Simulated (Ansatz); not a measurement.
**Decaying states in the gap of Na2La2SeSO2**

A new crystal, Na2La2SeSO2: structure, gap and complex bands. It is built by putting Na for Cu in the La2Cu2SeSO2 structure of space group P4mm, with the volume rescaled by atomic radii. The parent structure comes from the Materials Project.

Main program and level: Ansatz 0.2.0; LDA DFT, plane waves, PAW files, in the first sound run; inputs show where later runs differ.

Most raw output is cut from this account.

The structure was built from a prototype and need not be the compound's stable phase.

## (1) The structure

The structure is tetragonal, space group P4mm (No. 99). Conventional cell: a = 4.193 Å, b = 4.193 Å, c = 9.052 Å, α = 90.00°, β = 90.00°, γ = 90.00°. La has 4 O at 2.47 Å and 4 Se at 3.43 Å nearest. Nearest to La lie 4 O at 2.47 Å. Nearest to Na lie 2 S at 2.51 Å and 2 Se at 2.64 Å. Se has 4 Na at 2.64 Å and 4 La at 3.43 Å nearest. Nearest to S lie 4 Na at 2.51 Å. O has 4 La at 2.47 Å nearest. It derives from La2Cu2SeSO2. Na for Cu in the La2Cu2SeSO2 structure of space group P4mm. Farther neighbours and most contacts between anions are not listed.

## (2) Cell and atoms at rest

The substituted atoms don't fit the parent's cell, so cell and atoms relax together. A small smearing keeps the run stable in case the gap closes on the way.

Input file input.yaml:

```yaml
crystal:
  lattice:
    - [4.1927502496, 0.0, 0.0]
    - [0.0, 4.1927502496, 0.0]
    - [0.0, 0.0, 9.0516468359]
  atoms:
    - { symbol: La, position: [0.5, 0.5, 0.858847] }
    - { symbol: La, position: [0.0, 0.0, 0.145897] }
    - { symbol: Na, position: [0.0, 0.5, 0.491626] }
    - { symbol: Na, position: [0.5, 0.0, 0.491626] }
    - { symbol: Se, position: [0.0, 0.0, 0.668151] }
    - { symbol: S, position: [0.5, 0.5, 0.338667] }
    - { symbol: O, position: [0.0, 0.5, 0.002592] }
    - { symbol: O, position: [0.5, 0.0, 0.002592] }
kpoints:
  mp_grid: { grid: [6, 6, 4] }
scf:
  occupations: { method: gaussian, width: 0.03 }
hamiltonian:
  xc: lda
output:
  forces: true
  stress: true
relax:
  f_tol: 0.02
  max_steps: 60
  cell: {}
```

Command:

```
> ansatz run input.yaml --threads 2 --pin off --max-ram 4096MiB --backend cpu --events-out ev --progress --plain --runs-dir out
```

Wall time 29 s (2 threads of AMD EPYC 9R45, shared host); peak memory 0.58 GiB.

The steps of the relaxation:

| step | energy less that of the first step (eV) | largest force component (eV/Å) | pressure (GPa) | volume (Å³) |
| --- | --- | --- | --- | --- |
| 1 | 0.0000 | 2.4774 | -4.53 | 159.12 |
| 2 | -0.7360 | 1.3782 | 2.02 | 153.19 |
| 3 | -0.9119 | 0.5161 | 2.36 | 147.71 |
| 4 | -1.0202 | 0.1699 | 0.33 | 153.71 |
| 5 | -1.0215 | 0.1527 | 0.38 | 153.67 |
| 6 | -0.9986 | 0.2071 | 0.08 | 154.54 |
| 7 | -1.0273 | 0.0309 | 0.03 | 154.49 |
| 8 | -1.0273 | 0.0138 | 0.00 | 154.57 |
| 9* | -1.0251 | 0.0131 | -0.03 | 154.57 |
| 10 | -1.0253 | 0.0138 | 0.03 | 154.46 |
| 11* | -1.0252 | 0.0138 | 0.03 | 154.46 |

Relaxation steps marked * repeat the geometry before them on a plane-wave basis chosen anew for their cell, so energy and pressure can jump there. Relaxation step 6 was tried and not accepted.

The run keeps the 8 symmetry operations that it works with, so distortions that break them were not tested.

| conventional cell, symmetrised | before | after | change |
| --- | --- | --- | --- |
| a (Å) | 4.193 | 4.066 | -3.0 % |
| b (Å) | 4.193 | 4.066 | -3.0 % |
| c (Å) | 9.052 | 9.345 | +3.2 % |
| volume (Å³/atom) | 19.89 | 19.31 | -2.9 % |

The atoms that moved most (Å, as changes of fractional coordinates times the final cell):

| atom | dx | dy | dz | length |
| --- | --- | --- | --- | --- |
| S6 | 0.000 | 0.000 | -0.325 | 0.325 |
| Se5 | 0.000 | 0.000 | 0.264 | 0.264 |
| La1 | 0.000 | 0.000 | 0.168 | 0.168 |
| La2 | 0.000 | 0.000 | -0.152 | 0.152 |
| Na4 | 0.000 | 0.000 | 0.012 | 0.012 |
| Na3 | 0.000 | 0.000 | 0.012 | 0.012 |
| O7 | 0.000 | 0.000 | 0.010 | 0.010 |
| O8 | 0.000 | 0.000 | 0.010 | 0.010 |

Numbers from this step:

```
free energy  : -22462.6082 eV
Fermi energy : 9.155 eV
pressure     : 0.02741 GPa
```

The largest force component on a free atom ends at 0.014 eV/Å.

## (3) Band edges

The energy window and the wavevectors of the next steps follow from the band edges, so these are searched first, off the mesh as well.

Input file input.yaml:

```yaml
crystal:
  lattice:
    - [4.0655649565, 0.0, 0.0]
    - [0.0, 4.0655649565, 0.0]
    - [0.0, 0.0, 9.3450620066]
  atoms:
    - { symbol: La, position: [0.5, 0.5, 0.8768467685] }
    - { symbol: La, position: [0.0, 0.0, 0.1296590485] }
    - { symbol: Na, position: [0.0, 0.5, 0.4929149452] }
    - { symbol: Na, position: [0.5, 0.0, 0.4929149452] }
    - { symbol: Se, position: [0.0, 0.0, 0.6964247707] }
    - { symbol: S, position: [0.5, 0.5, 0.3039425265] }
    - { symbol: O, position: [0.0, 0.5, 0.0036474977] }
    - { symbol: O, position: [0.5, 0.0, 0.0036474977] }
kpoints:
  mp_grid: { grid: [6, 6, 4] }
  band_path: { path: [VBM, CBM], npoints: 30 }
scf:
  occupations: { method: fixed }
hamiltonian:
  xc: lda
output:
  eigenvalues: true
  write_potential: true
  write_density: true
  volumetric_format: npy
```

The job ended after 11 s (2 threads; peak memory 0.56 GiB).

This step gave:

```
Fermi energy        : 7.749 eV
gap on the k-mesh   : 2.813 eV
gap on path         : 2.813 eV, by band count; negative where bands overlap
direct gap on path  : 2.813 eV
edge places on path : 0, 0 1/A along the path
```

Levels at VBM (eV): -3.71, -3.22, -2.91, -2.91, -2.32, -1.89, -1.89, -0.50, -0.50, -0.33, 0.00, 0.00, 2.81, 3.06, 3.22, 3.73, 3.92, 4.20, 4.26, 4.26.

The searched edges give 2.81 eV, as on the mesh.

## (4) Decaying states in the gap, plane (001), k-mesh 6×6×4

This step: LDA DFT, plane waves, PAW files; complex bands by layer matching along the plane's normal (Ansatz 0.2.0).

The same crystal is laid in a cell whose first two vectors span the (001) plane (indices of the standard conventional cell, whose axes can be ordered otherwise than in the bulk input). At fixed energy and wavevector in the plane the solver finds all kz, real and complex. A few wavevectors are listed, (0, 0) and (0.5, 0) in units of the plane's reciprocal vectors; the slowest state needn't be among them.

input.yaml: that of step 3 with these lines changed.

```diff
@@ -2,5 +2,5 @@
   lattice:
-    - [4.0655649565, 0.0, 0.0]
-    - [0.0, 4.0655649565, 0.0]
-    - [0.0, 0.0, 9.3450620066]
+    - [4.065564957, 0.0, 0.0]
+    - [0.0, 4.065564957, 0.0]
+    - [0.0, 0.0, 9.345062007]
   atoms:
@@ -16,3 +16,2 @@
   mp_grid: { grid: [6, 6, 4] }
-  band_path: { path: [VBM, CBM], npoints: 30 }
 scf:
@@ -23,4 +22,6 @@
   eigenvalues: true
-  write_potential: true
-  write_density: true
-  volumetric_format: npy
+  transmission:
+    leads: [[0, 0]]
+    kpoints: [[0.0, 0.0], [0.5, 0.0]]
+    e_range: [-1.0, 3.81]
+    de: 0.1
```

It took 6.9 s on 2 threads; peak memory 0.7 GiB; 14 s of CPU time.

This step gave:

- level to which the leads are filled: 1.407 eV from the Fermi level
- decay constant at the filling level, zone centre: 0.2539 Å⁻¹
- decay constant at the filling level, slowest listed point: 0.2539 Å⁻¹

K parallel (0, 0); values up to 1.5 1/Å, a degenerate pair printed once or twice; energies at which all values exceed this have no row. The Im kz of the slowest decaying states by energy, zero at the highest filled level on the SCF mesh:

| energy (eV) | decay 1 (Å⁻¹) | decay 2 (Å⁻¹) | decay 3 (Å⁻¹) | decay 4 (Å⁻¹) |
| --- | --- | --- | --- | --- |
| -1.00 | 0.436 | 0.869 | 1.00 | 1.37 |
| -0.80 | 0.373 | 0.861 | 0.988 | 1.35 |
| -0.50 | 0.847 | 0.902 | 1.03 | 1.34 |
| -0.30 | 0.0502 | 0.201 | 0.837 | 0.859 |
| 0.00 | 0.0114 | 0.155 | 0.804 | 0.819 |
| 0.20 | 0.189 | 0.329 | 0.770 | 0.806 |
| 0.40 | 0.213 | 0.420 | 0.738 | 0.791 |
| 0.70 | 0.236 | 0.500 | 0.690 | 0.767 |
| 0.90 | 0.246 | 0.535 | 0.658 | 0.750 |
| 1.20 | 0.253 | 0.573 | 0.609 | 0.720 |
| 1.40 | 0.254 | 0.575 | 0.592 | 0.698 |
| 1.60 | 0.251 | 0.540 | 0.605 | 0.675 |
| 1.90 | 0.239 | 0.483 | 0.619 | 0.634 |
| 2.10 | 0.226 | 0.441 | 0.603 | 0.625 |
| 2.40 | 0.194 | 0.366 | 0.547 | 0.628 |
| 2.60 | 0.156 | 0.301 | 0.501 | 0.627 |
| 2.80 | 0.0472 | 0.213 | 0.441 | 0.622 |
| 3.10 | 0.126 | 0.283 | 0.610 | 0.936 |
| 3.30 | 0.117 | 0.196 | 0.597 | 0.917 |
| 3.60 | 0.162 | 0.198 | 0.206 | 0.565 |
| 3.80 | 0.205 | 0.256 | 0.533 | 0.843 |

K parallel (0.5, 0); values up to 1.5 1/Å, a degenerate pair printed once or twice; energies at which all values exceed this have no row. Im kz of the slowest decaying states against energy, zero at the highest filled level on the SCF mesh:

| energy (eV) | decay 1 (Å⁻¹) | decay 2 (Å⁻¹) | decay 3 (Å⁻¹) | decay 4 (Å⁻¹) |
| --- | --- | --- | --- | --- |
| -1.0000 | 0.0665 | 0.683 | 0.734 | 0.864 |
| -0.8000 | 0.164 | 0.212 | 0.616 | 0.702 |
| -0.5000 | 0.301 | 0.316 | 0.454 | 0.628 |
| -0.3000 | 0.345 | 0.354 | 0.530 | 0.608 |
| 0.0000 | 0.389 | 0.392 | 0.524 | 0.680 |
| 0.2000 | 0.411 | 0.411 | 0.604 | 0.704 |
| 0.5000 | 0.433 | 0.438 | 0.656 | 0.725 |
| 0.7000 | 0.445 | 0.453 | 0.674 | 0.732 |
| 1.0000 | 0.459 | 0.474 | 0.688 | 0.738 |
| 1.2000 | 0.467 | 0.488 | 0.693 | 0.738 |
| 1.5000 | 0.478 | 0.514 | 0.694 | 0.706 |
| 1.7000 | 0.486 | 0.543 | 0.659 | 0.692 |
| 2.0000 | 0.502 | 0.583 | 0.673 | 0.684 |
| 2.2000 | 0.524 | 0.569 | 0.624 | 0.677 |
| 2.5000 | 0.543 | 0.548 | 0.662 | 0.694 |
| 2.7000 | 0.521 | 0.527 | 0.649 | 0.681 |
| 3.0000 | 0.454 | 0.486 | 0.499 | 0.626 |
| 3.2000 | 0.295 | 0.446 | 0.564 | 0.607 |
| 3.5000 | 0.145 | 0.498 | 0.570 | 0.595 |
| 3.7000 | 0.238 | 0.277 | 0.534 | 0.571 |

At the listed wavevectors the last open channel is at -0.40 eV and the next at +2.90 eV on the grid, wider than the gap, since narrow bands can fall between grid energies. At +1.40 eV, the grid energy nearest the filling level (the middle of the gap on the SCF mesh), the slowest state at the listed wavevectors decays with κ = 0.254 Å⁻¹, its amplitude falling by e over 3.9 Å. Through 1 nm of this crystal that state's transmission falls by exp(−2 × 0.254 Å⁻¹ × 10 Å) = 0.0062.

## (5) Decaying states in the gap, plane (100), k-mesh 6×4×6

The same for the (100) plane, at (0, 0) and (0.5, 0), to see how the decay depends on direction.

Input file input.yaml:

```yaml
crystal:
  lattice:
    - [4.065564957, 0.0, 0.0]
    - [0.0, 9.345062007, 0.0]
    - [0.0, 0.0, 4.065564957]
  atoms:
    - { symbol: La, position: [0.5, 0.8768467685, 0.5] }
    - { symbol: La, position: [0.0, 0.1296590485, 0.0] }
    - { symbol: Na, position: [0.5, 0.4929149452, 0.0] }
    - { symbol: Na, position: [0.0, 0.4929149452, 0.5] }
    - { symbol: Se, position: [0.0, 0.6964247707, 0.0] }
    - { symbol: S, position: [0.5, 0.3039425265, 0.5] }
    - { symbol: O, position: [0.5, 0.0036474977, 0.0] }
    - { symbol: O, position: [0.0, 0.0036474977, 0.5] }
kpoints:
  mp_grid: { grid: [6, 4, 6] }
scf:
  occupations: { method: fixed }
hamiltonian:
  xc: lda
output:
  eigenvalues: true
  transmission:
    leads: [[0, 0]]
    kpoints: [[0.0, 0.0], [0.5, 0.0]]
    e_range: [-1.0, 3.81]
    de: 0.08
```

Wall time 34 s (2 threads); peak memory 1.5 GiB; 67 s of CPU time.

This step gave:

```
decay constant at the filling level, zone centre          : 0.212 Å⁻¹
decay constant at the filling level, slowest listed point : 0.212 Å⁻¹
```

K parallel (0, 0); values up to 1.5 1/Å, a degenerate pair printed once or twice; energies at which all values exceed this have no row. The Im kz of the slowest decaying states by energy, zero at the highest filled level on the SCF mesh:

| energy (eV) | decay 1 (Å⁻¹) | decay 2 (Å⁻¹) | decay 3 (Å⁻¹) | decay 4 (Å⁻¹) |
| --- | --- | --- | --- | --- |
| -1.0000 | 0.0272 | 0.451 | 0.498 | 0.554 |
| -0.7600 | 0.144 | 0.394 | 0.488 | 0.566 |
| -0.5200 | 0.210 | 0.228 | 0.525 | 0.574 |
| -0.2800 | 0.137 | 0.175 | 0.244 | 0.278 |
| -0.0400 | 0.181 | 0.313 | 0.513 | 0.523 |
| 0.2800 | 0.125 | 0.219 | 0.347 | 0.534 |
| 0.5200 | 0.161 | 0.237 | 0.364 | 0.548 |
| 0.7600 | 0.185 | 0.248 | 0.377 | 0.555 |
| 1.0000 | 0.200 | 0.253 | 0.386 | 0.556 |
| 1.2400 | 0.209 | 0.254 | 0.391 | 0.537 |
| 1.4800 | 0.213 | 0.251 | 0.392 | 0.515 |
| 1.7200 | 0.212 | 0.243 | 0.390 | 0.490 |
| 1.9600 | 0.206 | 0.229 | 0.384 | 0.461 |
| 2.2800 | 0.187 | 0.200 | 0.370 | 0.412 |
| 2.5200 | 0.154 | 0.173 | 0.353 | 0.366 |
| 2.7600 | 0.0726 | 0.137 | 0.303 | 0.330 |
| 3.0000 | 0.0653 | 0.208 | 0.294 | 0.442 |
| 3.2400 | 0.226 | 0.402 | 0.411 | 0.440 |
| 3.4800 | 0.139 | 0.300 | 0.346 | 0.388 |
| 3.7200 | 0.0501 | 0.222 | 0.240 | 0.296 |

K parallel (0.5, 0); values up to 1.5 1/Å, a degenerate pair printed once or twice; energies at which all values exceed this have no row. The Im kz of the slowest decaying states by energy, zero at the highest filled level on the SCF mesh:

| energy (eV) | decay 1 (Å⁻¹) | decay 2 (Å⁻¹) | decay 3 (Å⁻¹) | decay 4 (Å⁻¹) |
| --- | --- | --- | --- | --- |
| -1.0000 | 0.0785 | 0.161 | 0.423 | 0.457 |
| -0.7600 | 0.109 | 0.164 | 0.512 | 0.520 |
| -0.5200 | 0.0798 | 0.260 | 0.269 | 0.570 |
| -0.2800 | 0.201 | 0.320 | 0.322 | 0.617 |
| -0.0400 | 0.113 | 0.260 | 0.356 | 0.357 |
| 0.2800 | 0.205 | 0.308 | 0.387 | 0.390 |
| 0.5200 | 0.244 | 0.332 | 0.402 | 0.406 |
| 0.7600 | 0.271 | 0.348 | 0.412 | 0.416 |
| 1.0000 | 0.290 | 0.360 | 0.416 | 0.421 |
| 1.2400 | 0.303 | 0.367 | 0.416 | 0.421 |
| 1.4800 | 0.312 | 0.370 | 0.411 | 0.416 |
| 1.7200 | 0.317 | 0.369 | 0.402 | 0.405 |
| 1.9600 | 0.319 | 0.366 | 0.386 | 0.387 |
| 2.2800 | 0.316 | 0.350 | 0.354 | 0.356 |
| 2.5200 | 0.307 | 0.309 | 0.319 | 0.345 |
| 2.7600 | 0.235 | 0.264 | 0.299 | 0.330 |
| 3.0000 | 0.154 | 0.285 | 0.309 | 0.613 |
| 3.2400 | 0.178 | 0.225 | 0.263 | 0.281 |
| 3.4800 | 0.0621 | 0.184 | 0.226 | 0.235 |
| 3.7200 | 0.150 | 0.168 | 0.238 | 0.259 |

At the listed wavevectors the last open channel is at -0.04 eV and the next at +2.84 eV on the grid. At +1.40 eV, the grid energy nearest the filling level (the middle of the gap on the SCF mesh), the slowest state at the listed wavevectors decays with κ = 0.212 Å⁻¹, its amplitude falling by e over 4.7 Å; the first such run, plane (001), gave 0.254 Å⁻¹.

## (6) Band edges at another level

This step: PBEsol DFT, plane waves, PAW files (Ansatz 0.2.0).

The edges again with PBEsol, at the same atoms.

Input file input.yaml:

```yaml
crystal:
  lattice:
    - [4.0655649565, 0.0, 0.0]
    - [0.0, 4.0655649565, 0.0]
    - [0.0, 0.0, 9.3450620066]
  atoms:
    - { symbol: La, position: [0.5, 0.5, 0.8768467685] }
    - { symbol: La, position: [0.0, 0.0, 0.1296590485] }
    - { symbol: Na, position: [0.0, 0.5, 0.4929149452] }
    - { symbol: Na, position: [0.5, 0.0, 0.4929149452] }
    - { symbol: Se, position: [0.0, 0.0, 0.6964247707] }
    - { symbol: S, position: [0.5, 0.5, 0.3039425265] }
    - { symbol: O, position: [0.0, 0.5, 0.0036474977] }
    - { symbol: O, position: [0.5, 0.0, 0.0036474977] }
kpoints:
  mp_grid: { grid: [6, 6, 4] }
  band_path: { path: [VBM, CBM], npoints: 30 }
scf:
  occupations: { method: fixed }
hamiltonian:
  xc: pbesol
output:
  eigenvalues: true
```

Run time: 12 s. Hardware: 2 threads; peak memory 0.56 GiB; 23 s of CPU time.

This step gave:

* free energy: -22718.4542 eV
* Fermi energy: 7.917 eV
* gap on the k-mesh: 2.866 eV
* gap on path: 2.866 eV, by band count; negative where bands overlap
* direct gap on path: 2.866 eV

Levels at VBM (eV): -3.65, -3.17, -2.87, -2.87, -2.30, -1.85, -1.85, -0.50, -0.50, -0.33, 0.00, 0.00, 2.87, 3.11, 3.29, 3.82, 4.03, 4.30, 4.37, 4.37.

The searched edges give 2.87 eV, as on the mesh.

## (7) Complex bands at another level

This step: PBEsol DFT, plane waves, PAW files; complex bands by layer matching along the plane's normal (Ansatz 0.2.0).

The complex bands at that level, over its own gap, at (0, 0) and (0.5, 0).

input.yaml: that of step 6 with these lines changed.

```diff
@@ -2,5 +2,5 @@
   lattice:
-    - [4.0655649565, 0.0, 0.0]
-    - [0.0, 4.0655649565, 0.0]
-    - [0.0, 0.0, 9.3450620066]
+    - [4.065564957, 0.0, 0.0]
+    - [0.0, 4.065564957, 0.0]
+    - [0.0, 0.0, 9.345062007]
   atoms:
@@ -16,3 +16,2 @@
   mp_grid: { grid: [6, 6, 4] }
-  band_path: { path: [VBM, CBM], npoints: 30 }
 scf:
@@ -23 +22,6 @@
   eigenvalues: true
+  transmission:
+    leads: [[0, 0]]
+    kpoints: [[0.0, 0.0], [0.5, 0.0]]
+    e_range: [-1.0, 3.87]
+    de: 0.1
```

Wall time 7.4 s (2 threads); peak memory 0.71 GiB; 14 s of CPU time.

This step gave:

```
level to which the leads are filled                       : 1.433 eV from the Fermi level
decay constant at the filling level, zone centre          : 0.2590 Å⁻¹
decay constant at the filling level, slowest listed point : 0.259 Å⁻¹
```

K parallel (0, 0); values up to 1.5 1/Å, a degenerate pair printed once or twice; energies at which all values exceed this have no row. Table of Im kz of the slowest decaying states by energy, zero at the highest filled level on the SCF mesh:

| energy (eV) | decay 1 (Å⁻¹) | decay 2 (Å⁻¹) | decay 3 (Å⁻¹) | decay 4 (Å⁻¹) |
| --- | --- | --- | --- | --- |
| -1.00 | 0.432 | 0.870 | 1.01 | 1.37 |
| -0.80 | 0.370 | 0.863 | 0.992 | 1.35 |
| -0.60 | 0.245 | 0.855 | 0.977 | 1.34 |
| -0.40 | 0.135 | 0.845 | 0.899 | 1.03 |
| -0.20 | 0.102 | 0.202 | 0.834 | 0.854 |
| 0.00 | 0.00935 | 0.156 | 0.816 | 0.822 |
| 0.20 | 0.191 | 0.330 | 0.781 | 0.809 |
| 0.30 | 0.204 | 0.382 | 0.764 | 0.802 |
| 0.50 | 0.224 | 0.453 | 0.731 | 0.787 |
| 0.70 | 0.239 | 0.501 | 0.699 | 0.771 |
| 0.90 | 0.250 | 0.537 | 0.667 | 0.754 |
| 1.10 | 0.256 | 0.565 | 0.634 | 0.735 |
| 1.30 | 0.259 | 0.586 | 0.601 | 0.715 |
| 1.50 | 0.258 | 0.566 | 0.602 | 0.693 |
| 1.70 | 0.254 | 0.531 | 0.614 | 0.668 |
| 1.90 | 0.247 | 0.492 | 0.623 | 0.641 |
| 2.10 | 0.235 | 0.451 | 0.611 | 0.629 |
| 2.30 | 0.217 | 0.404 | 0.577 | 0.633 |
| 2.50 | 0.192 | 0.348 | 0.537 | 0.633 |
| 2.60 | 0.174 | 0.316 | 0.514 | 0.632 |
| 2.80 | 0.104 | 0.234 | 0.459 | 0.629 |
| 3.00 | 0.128 | 0.383 | 0.623 | 0.949 |
| 3.20 | 0.159 | 0.244 | 0.613 | 0.932 |
| 3.40 | 0.174 | 0.204 | 0.600 | 0.913 |
| 3.60 | 0.134 | 0.207 | 0.236 | 0.581 |
| 3.80 | 0.201 | 0.554 | 0.858 | 0.952 |

K parallel (0.5, 0); values up to 1.5 1/Å, a degenerate pair printed once or twice; energies at which all values exceed this have no row. The Im kz of the slowest decaying states by energy, zero at the highest filled level on the SCF mesh:

| energy (eV) | decay 1 (Å⁻¹) | decay 2 (Å⁻¹) | decay 3 (Å⁻¹) | decay 4 (Å⁻¹) |
| --- | --- | --- | --- | --- |
| -1.00 | 0.0713 | 0.682 | 0.733 | 0.863 |
| -0.80 | 0.167 | 0.215 | 0.614 | 0.702 |
| -0.50 | 0.304 | 0.319 | 0.463 | 0.628 |
| -0.30 | 0.347 | 0.357 | 0.529 | 0.611 |
| 0.00 | 0.392 | 0.396 | 0.527 | 0.682 |
| 0.20 | 0.414 | 0.415 | 0.607 | 0.706 |
| 0.40 | 0.430 | 0.433 | 0.645 | 0.721 |
| 0.70 | 0.449 | 0.457 | 0.676 | 0.735 |
| 0.90 | 0.459 | 0.471 | 0.687 | 0.739 |
| 1.20 | 0.471 | 0.492 | 0.696 | 0.741 |
| 1.40 | 0.479 | 0.509 | 0.697 | 0.727 |
| 1.60 | 0.487 | 0.531 | 0.688 | 0.696 |
| 1.90 | 0.501 | 0.594 | 0.690 | 0.695 |
| 2.10 | 0.517 | 0.581 | 0.654 | 0.684 |
| 2.40 | 0.558 | 0.562 | 0.671 | 0.704 |
| 2.60 | 0.539 | 0.544 | 0.660 | 0.692 |
| 2.80 | 0.516 | 0.521 | 0.647 | 0.678 |
| 3.10 | 0.402 | 0.478 | 0.536 | 0.623 |
| 3.30 | 0.265 | 0.435 | 0.570 | 0.603 |
| 3.60 | 0.122 | 0.160 | 0.499 | 0.565 |
| 3.80 | 0.235 | 0.279 | 0.529 | 0.550 |

At the listed wavevectors the last open channel is at -0.40 eV and the next at +2.90 eV on the grid, wider than the gap, since narrow bands can fall between grid energies. At +1.40 eV, the grid energy nearest the filling level (the middle of the gap on the SCF mesh), the slowest state at the listed wavevectors decays with κ = 0.259 Å⁻¹, its amplitude falling by e over 3.9 Å; the first such run, plane (001), gave 0.254 Å⁻¹.

## (8) Summary of results

| Property | Result |
| --- | --- |
| band gap | 2.81 eV |
| least decay constant at mid-gap, normal to (001) | 0.254 Å⁻¹ |
| least decay constant at mid-gap, normal to (100) | 0.212 Å⁻¹ |
| least decay constant, PBEsol | 0.259 Å⁻¹ |

In words: With LDA, the slowest decay at the wavevectors tried is κ = 0.212 Å⁻¹, normal to (100). Through such a film the transmission near mid-gap falls as exp(−2κd), a factor of ten every 5.4 Å. The decay depends on direction: 1.2 times faster normal to (001). A free electron under a barrier of half the gap would need a mass of 0.12 mₑ to decay at this rate. With PBEsol the gap goes from 2.81 to 2.87 eV and the decay constant, over the first 2 listed wavevectors, from 0.254 to 0.259 Å⁻¹. The compound is made up by substitution; its stability against other phases and against distortions of the cell's symmetry was not tested. A semilocal functional narrows gaps, so real decay constants are likely larger.

[Logs are printed without paths, hosts, clocks, repeated set-up lines and the standing remarks that a program may print on its own settings, such as how far it seeks lower states.]

[Hosts, paths, dates, database ids (printed as entryN), source tags and the programs' standing remarks are cut or masked in the printed files.]
